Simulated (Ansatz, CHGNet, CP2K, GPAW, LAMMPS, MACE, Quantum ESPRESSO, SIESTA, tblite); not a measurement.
# Zn40S29Se11 with crystalline order left by the classical run (80 atoms): other programs against plane waves

Aim: forces, pressure of Zn40S29Se11 with crystalline order left by the classical run (80 atoms) at one geometry, from other programs and methods, against plane-wave PBE.

Results are calculated, not measured.

**1. The structure**

The cell holds 80 atoms (40 Zn, 29 S and 11 Se), with edges of 11.84, 11.84 and 11.84 Å. Recipe: 80 atoms (40 Zn, 29 S, 11 Se) placed at random at 4.41 g/cm³, melted at 2500 K for 10 ps at fixed volume with the Stillinger-Weber II-VI potential (Zhou et al., Phys. Rev. B 88, 085309 (2013)). Quenched from 2500 K to 300 K at 4 K/ps and fixed volume, annealed at 800 K for 50 ps, held 5 ps. The density is 4.41 g/cm³.

**2. The reference input**

Quantum ESPRESSO 7.5: Kohn-Sham DFT, PBE, SSSP efficiency 1.3.0 pseudopotentials, plane waves. Its input, pw.in:

```
&control
  calculation = 'scf'
  pseudo_dir = './pseudo'
  outdir = './tmp'
  disk_io = 'none'
  tprnfor = .true.
  tstress = .true.
/
&system
  ibrav = 0
  nat = 80
  ntyp = 3
  ecutwfc = 45
  ecutrho = 360
  nosym = .true.
  occupations = 'smearing'
  smearing = 'fd'
  degauss = 0.003675
/
&electrons
  conv_thr = 4.0e-07
  electron_maxstep = 100
  mixing_beta = 0.4
  mixing_mode = 'plain'
  diagonalization = 'david'
/
ATOMIC_SPECIES
Zn 65.380 Zn.upf
S 32.060 S.upf
Se 78.971 Se.upf
CELL_PARAMETERS angstrom
11.84320 0.00000 0.00000
0.00000 11.84320 0.00000
0.00000 0.00000 11.84320
ATOMIC_POSITIONS crystal
Zn 0.87957 0.61085 0.47178
Zn 0.23190 0.53856 0.07828
Zn 0.45393 0.79534 0.77238
Zn 0.34658 0.96446 0.04399
[... 74 atom lines left out ...]
Se 0.23021 0.88123 0.24823
Se 0.82242 0.49214 0.31468
K_POINTS gamma
```

```console
$ OMP_NUM_THREADS=1 mpirun -np 4 pw.x -in pw.in > output.txt
```

The job ended after 6 min (4 MPI ranks of Arm Neoverse V2, shared host; peak memory 4.5 GiB; 24 min of CPU time).

It converged with an r.m.s. force component of 0.42 eV/Å and a pressure of 0.93 GPa.

**3. What was run beside it**

- CHGNet: machine-learned potential, published weights.
- CP2K 2026.2: Gaussian basis with GTH pseudopotentials and a plane-wave density; labels give functional, basis (MOLOPT sets; SR short-range, UZH the newer set with its own potentials), grid cutoff/relative cutoff and solver (OT: orbital transformation; TRS4, TC2, SIGN: linear-scaling purification with its sparsity filter), or its built-in tight binding.
- GPAW 26.7.0: PAW with atomic orbitals (LCAO), plane waves or a real-space grid of spacing h.
- MACE: machine-learned potential, published weights.
- SIESTA 5.4.2: numerical atomic orbitals, whose automatically made sets are far from complete, with PseudoDojo norm-conserving potentials that we converted to its format (checked against plane waves on the same files for H, C, O, Si, Ge and Ca alone); labels give functional, basis size, energy shift and mesh cutoff.
- tblite 0.8.0: extended tight binding, driven from Python.

All use the same cell and atoms, and the electronic-structure runs the same k-mesh.

**4. Side by side**

Differences are against the reference: forces as r.m.s. over components, share as that over the reference's r.m.s. force, slope as the fitted ratio of a run's forces to the reference's.

| run | Δ force, r.m.s. (meV/Å) | share (%) | slope | Δ pressure (GPa) | cores | CPU time | memory (GiB) |
| --- | --- | --- | --- | --- | --- | --- | --- |
| reference | - | - | - | - | 4 | 24 min | 4.5 |
| CHGNet r2SCAN potential | 245 | 58.1 | 0.516 | -2.23 | 1 | 3.4 s | 0.7 |
| CP2K PBE, DZVP-MOLOPT-SR, 800/50 Ry, diagonalisation | 31.6 | 7.49 | 1.030 | 0.621 | 4 | 7.6 min | 9.2 |
| CP2K PBE, SZV-MOLOPT-SR, 800/50 Ry, diagonalisation (coarse) | 378 | 89.9 | 1.468 | 0.113 | 2 | 4.3 min | 6.7 |
| GPAW PBE, LCAO dzp, h 0.16 Å | 32.7 | 7.76 | 1.020 | - | 1 | 7.1 min | 3.8 |
| GPAW PBE, LCAO dzp, h 0.2 Å | 33.2 | 7.88 | 1.020 | - | 1 | 4 min | 2.0 |
| GPAW PBE, plane waves 550 eV | 6.00 | 1.43 | 1.008 | 0.138 | 4 | 16 min | 3.2 |
| GPAW RPBE, LCAO dzp, h 0.2 Å | 62.1 | 14.8 | 1.017 | - | 1 | 4.2 min | 2.0 |
| MACE MP-0b3 medium potential | 114 | 27.0 | 0.829 | -0.398 | 1 | 6.4 s | 0.88 |
| MACE MPA-0 medium potential | 90.2 | 21.4 | 0.903 | -0.0684 | 1 | 6.6 s | 0.87 |
| SIESTA PBE, DZP, shift 0.01 Ry, mesh 500 Ry | 134 | 31.9 | 1.125 | -0.829 | 2 | 4.2 min | 1.8 |
| SIESTA PBE, DZP, shift 0.04 Ry, mesh 500 Ry (coarse) | 394 | 93.5 | 1.155 | -25.0 | 2 | 2.6 min | 1.4 |
| SIESTA PBE, SZ, shift 0.02 Ry, mesh 500 Ry (coarse) | 811 | 193 | 1.595 | -7.22 | 1 | 2.8 min | 0.83 |
| SIESTA PBE, SZP, shift 0.01 Ry, mesh 500 Ry (coarse) | 445 | 106 | 1.176 | -5.18 | 2 | 3.6 min | 1.6 |
| tblite GFN1-xTB | 219 | 52.0 | 0.741 | 5.44 | 1 | 3.8 s | 0.13 |
| tblite IPEA1-xTB | 175 | 41.5 | 1.127 | -4.07 | 1 | 2.8 s | 0.13 |

Rows marked coarse use a setting chosen to be so.

Times of the machine-learned potentials are mostly Python's start and the loading of weights.

CPU time is summed over cores on shared hosts, so it is rough.

**5. What came out**

Forces lie from 1.4 % (GPAW PBE, plane waves 550 eV) to 193 % (SIESTA PBE, SZ, shift 0.02 Ry, mesh 500 Ry, coarse) of the reference's r.m.s. force of 0.42 eV/Å away from it. Other PBE runs on plane waves or a grid: GPAW PBE, plane waves 550 eV 1.4 % of the r.m.s. force; the reference has errors of its own, so differences under a few per cent don't tell which side is nearer the exact PBE result. The PBE runs in local orbitals, coarse settings apart, differ by 7.5 % (CP2K PBE, DZVP-MOLOPT-SR, 800/50 Ry, diagonalisation) to 32 % (SIESTA PBE, DZP, shift 0.01 Ry, mesh 500 Ry); basis, grid and potentials can all enter. Tight binding differs by 42 % (tblite IPEA1-xTB) to 52 % (tblite GFN1-xTB); it is another model, with fitted parameters of its own, and the xTB methods hold dispersion.

Machine-learned potentials differ by 21 % (MACE MPA-0 medium potential) to 58 % (CHGNet r2SCAN potential); they were trained on other programs' data, some at another functional. Among those trained on PBE data the slope goes as low as 0.83. Rows with another functional or a dispersion term differ by 15 % (GPAW RPBE, LCAO dzp, h 0.2 Å), which mixes the change of model with differences of basis and potentials. IPEA1-xTB was fitted to ionisation energies and electron affinities, not to forces or charges. Runs with settings chosen to be coarse differ by 90 % (CP2K PBE, SZV-MOLOPT-SR, 800/50 Ry, diagonalisation) to 193 % (SIESTA PBE, SZ, shift 0.02 Ry, mesh 500 Ry), their programs' other errors included. SIESTA PBE, DZP, shift 0.01 Ry, mesh 500 Ry stiffens the forces by a factor of 1.12 while following their directions (correlation 0.968). From GPAW PBE, LCAO dzp, h 0.2 Å to the finer GPAW PBE, LCAO dzp, h 0.16 Å the share goes from 7.88 to 7.76 %, so the grid isn't what parts these runs from the reference. Pressures at PBE, coarse settings apart, lie -0.83 to +0.62 GPa from the reference's.

Caveats: Periodic xTB results under one method name differ between programs and library versions. The potentials hold different valence shells: 1040 electrons in the reference, 720 in CP2K with SZV-MOLOPT-SR, 720 in GPAW and 1150 in SIESTA; this bears on time and differences. The reference's pressure holds the uncorrected Pulay stress of its 45 Ry basis, so small pressure differences, may be the reference's own error. Machine-learned potentials mimic data converged in k, so the reference's own k-point error enters their differences. The quench rate of 4 K/ps is many orders above laboratory rates, so the cell is likely richer in defects and strain than a real sample. The network of bonds at the start is that of the classical potential that made the cell, and needn't be the one that DFT or experiment would give. The electronic-structure runs sample only Γ, in a cell whose shortest periodic width is 12 Å. Spin–orbit coupling is left out. Where levels are smeared, the DFT runs use Fermi–Dirac occupations at 580 K (0.05 eV), and energies are free energies. The reference's cutoffs and mesh weren't converged further here.

[Long decimals in the printed logs are rounded to 6 places.]

[Logs are printed without paths, hosts, clocks, repeated set-up lines and the standing remarks that a program may print on its own settings, such as how far it seeks lower states.]

[Hosts, paths, dates, database ids (printed as entryN), source tags and the programs' standing remarks are cut or masked in the printed files.]

[Only finished runs are shown, without SIESTA runs on faulty potentials for Cu, Fe, Ni or Zn; cells were taken only where this reference lay near another plane-wave run.]
